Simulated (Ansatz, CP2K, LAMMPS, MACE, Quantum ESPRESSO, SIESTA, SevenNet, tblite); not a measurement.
# What went wrong? CP2K on Na+ TFSI- in fluoroethylene carbonate at 400 K (76 atoms)

Program: CP2K 2026.2, a calculation on a cell of 1 N, 2 S, 22 O, 20 C, 12 F, 18 H and 1 Na, 13.0 Å³ an atom.

Contents of input.inp:

```
&GLOBAL
  PROJECT cell
  RUN_TYPE ENERGY_FORCE
  PRINT_LEVEL LOW
&END GLOBAL
&FORCE_EVAL
  METHOD QS
  STRESS_TENSOR ANALYTICAL
  &DFT
    BASIS_SET_FILE_NAME BASIS_MOLOPT
    POTENTIAL_FILE_NAME GTH_POTENTIALS
    &MGRID
      CUTOFF 1200
      REL_CUTOFF 50
      NGRIDS 5
    &END MGRID
    &QS
      EPS_DEFAULT 1.0E-04
    &END QS
    &SCF
      SCF_GUESS ATOMIC
      EPS_SCF 1.0E-06
      MAX_SCF 25
      ADDED_MOS 14
      &DIAGONALIZATION
        ALGORITHM STANDARD
      &END DIAGONALIZATION
      &SMEAR ON
        METHOD FERMI_DIRAC
        ELECTRONIC_TEMPERATURE [K] 580
      &END SMEAR
      &MIXING
        METHOD BROYDEN_MIXING
        ALPHA 0.3
        NBROYDEN 8
      &END MIXING
      &PRINT
        &RESTART OFF
        &END RESTART
      &END PRINT
    &END SCF
    &XC
      &XC_FUNCTIONAL PBE
      &END XC_FUNCTIONAL
    &END XC
    &PRINT
      &MULLIKEN ON
      &END MULLIKEN
      &HIRSHFELD ON
        SHAPE_FUNCTION DENSITY
      &END HIRSHFELD
      &MO ON
        EIGENVALUES T
        OCCUPATION_NUMBERS T
        MO_INDEX_RANGE 159 182
        &EACH
          QS_SCF 0
        &END EACH
        ADD_LAST NUMERIC
      &END MO
    &END PRINT
  &END DFT
  &SUBSYS
    &CELL
      A 9.95338 0.00000 0.00000
      B 0.00000 9.95338 0.00000
      C 0.00000 0.00000 9.95338
    &END CELL
    &TOPOLOGY
      COORD_FILE_NAME structure.xyz
      COORD_FILE_FORMAT XYZ
    &END TOPOLOGY
    &KIND N
      BASIS_SET DZVP-MOLOPT-SR-GTH-q5
      POTENTIAL GTH-PBE-q5
    &END KIND
    &KIND S
      BASIS_SET DZVP-MOLOPT-SR-GTH-q6
      POTENTIAL GTH-PBE-q6
    &END KIND
    &KIND O
      BASIS_SET DZVP-MOLOPT-SR-GTH-q6
      POTENTIAL GTH-PBE-q6
    &END KIND
    &KIND C
      BASIS_SET DZVP-MOLOPT-SR-GTH-q4
      POTENTIAL GTH-PBE-q4
    &END KIND
    &KIND F
      BASIS_SET DZVP-MOLOPT-SR-GTH-q7
      POTENTIAL GTH-PBE-q7
    &END KIND
    &KIND H
      BASIS_SET DZVP-MOLOPT-SR-GTH-q1
      POTENTIAL GTH-PBE-q1
    &END KIND
    &KIND Na
      BASIS_SET DZVP-MOLOPT-SR-GTH-q9
      POTENTIAL GTH-PBE-q9
    &END KIND
  &END SUBSYS
  &PRINT
    &FORCES ON
    &END FORCES
    &STRESS_TENSOR ON
    &END STRESS_TENSOR
  &END PRINT
&END FORCE_EVAL
```

Contents of structure.xyz:

```xyz
76

N 4.69292 4.14558 4.40726
S 5.70408 4.04824 3.18667
O 7.03565 3.54629 3.45402
O 5.66387 5.21527 2.34541
C 4.77135 2.80158 2.27684
F 4.81186 1.68192 2.91146
F 5.13256 2.55911 0.99325
F 3.44626 3.09879 2.30650
S 5.22184 5.28266 5.24732
O 6.54793 5.01690 5.68049
[... 62 atom lines left out ...]
H 8.89703 2.13102 1.75826
H 0.80612 3.69629 2.37388
H 9.64881 3.72615 3.90441
Na 3.53375 8.54070 4.46996
```

On the command line:

```console
$ OMP_NUM_THREADS=2 cp2k.psmp -i input.inp > output.txt
```

Numbers of over 12 decimals in the logs are rounded to 6 here.

Output:

```text
CP2K| version string:                                       CP2K version 2026.2
 CP2K| Input file name                                                 input.inp
 GLOBAL| Basis set file name                                        BASIS_MOLOPT
 GLOBAL| Potential file name                                      GTH_POTENTIALS
 GLOBAL| Run type                                                   ENERGY_FORCE
 GLOBAL| Total number of message passing processes                             1
 GLOBAL| Number of threads for this process                                    2
 TOTAL NUMBERS AND MAXIMUM NUMBERS
  Total number of            - Atomic kinds:                                   7
                             - Atoms:                                         76
                             - Shell sets:                                    76
                             - Shells:                                       344
                             - Primitive Cartesian functions:                380
                             - Cartesian basis functions:                    897
[... lines left out ...]
                        Smear method:                                FERMI_DIRAC
[... lines left out ...]
 Number of electrons:                                                        340
[... lines left out ...]
  Step     Update method      Time    Convergence         Total energy    Change
[... lines left out ...]
  *** SCF run converged in    19 steps ***
[... lines left out ...]
  Fermi energy:                                                 0.071500
  Total energy:                                              -846.013774
  Total energy (extrapolated to T->0):                       -846.013774
[... lines left out ...]
 MO| E(Fermi):            0.071500 a.u.          1.945616 eV
 MO| Band gap:            0.150026 a.u.          4.082407 eV
 !-----------------------------------------------------------------------------!
                     Mulliken Population Analysis
 #  Atom  Element  Kind  Atomic population                           Net charge
       1     N        1          5.320632                             -0.320632
       2     S        2          5.343990                              0.656010
       3     O        3          6.338898                             -0.338898
[...]
75     H        6          0.896433                              0.103567
      76     Na       7          8.232294                              0.767706
 # Total charge                            340.000000                 -0.000000
 !-----------------------------------------------------------------------------!
 !-----------------------------------------------------------------------------!
                           Hirshfeld Charges
  #Atom  Element  Kind  Ref Charge     Population                    Net charge
      1       N      1       5.000          5.280                        -0.280
      2       S      2       6.000          5.639                         0.361
      3       O      3       6.000          6.304                        -0.304
[...]
75       H      6       1.000          0.975                         0.025
     76       Na     7       9.000          8.755                         0.245
  Total Charge                                                           -2.395
 !-----------------------------------------------------------------------------!
 ENERGY| Total FORCE_EVAL ( QS ) energy [hartree]           -846.013765
 FORCES| Atomic forces [hartree/bohr]
 FORCES|   Atom     x               y               z               |f|
 FORCES|      1 -2.09756719E-02 -3.41512467E-02 -2.90217156E-02   4.94827893E-02
 FORCES|      2  1.55415752E-02  7.12992706E-04 -3.10618414E-02   3.47402779E-02
 FORCES|      3  1.82991184E-03 -1.79438572E-02  1.52109850E-03   1.81009483E-02
[...]
FORCES|     75  1.36544618E-02 -2.86170500E-03 -8.32976530E-03   1.62486514E-02
 FORCES|     76 -1.73746380E-03 -1.24720972E-02  5.46795384E-03   1.37284561E-02
 FORCES| Sum     6.28731763E-03 -4.70832076E-03  1.13149794E-02
 FORCES| Total atomic force                                       1.37741572E-02
 STRESS| Analytical stress tensor [bar]
 STRESS|                        x                   y                   z
 STRESS|      x        1.25678504648E+04  -1.92492625537E+03  -1.77655847963E+03
 STRESS|      y       -1.92492625537E+03   4.79907582971E+04   2.36939495387E+04
 STRESS|      z       -1.77655847963E+03   2.36939495387E+04   3.60597931618E+04
 STRESS| 1/3 Trace                                             3.22061339746E+04
```

The job ended after 2.3 min (2 threads of Arm Neoverse V1, shared host; peak memory 6.7 GiB; 3.8 min of CPU time).

Banners, paths, timers and routine set-up lines are dropped from the logs unmarked, and long logs keep their key lines alone; longer cuts are marked.

Against a plane-wave PBE reference and this program's sound run:

* r.m.s. difference of force components: 129.5 meV/Å
* longest difference of force vectors: 543.6 meV/Å
* force difference over r.m.s. force: 10.41 %
* slope of forces against the reference's: 1.007
* energy less the same-level run's: -13.39 meV/atom
* r.m.s. force difference from the same-level run: 72.65 meV/Å

Why should this run not be trusted?

Integrals screened far too loosely: EPS_DEFAULT 0.0001.

The run converged all the same, so the exit status doesn't show the fault.

[Also dropped from logs without a mark: logging warnings of Python, and SIESTA's first energy breakdown and zero terms.]

[Logs are printed without paths, hosts, clocks, repeated set-up lines and the standing remarks that a program may print on its own settings, such as how far it seeks lower states.]

[Hosts, paths, dates, database ids (printed as entryN), source tags and the programs' standing remarks are cut or masked in the printed files.]
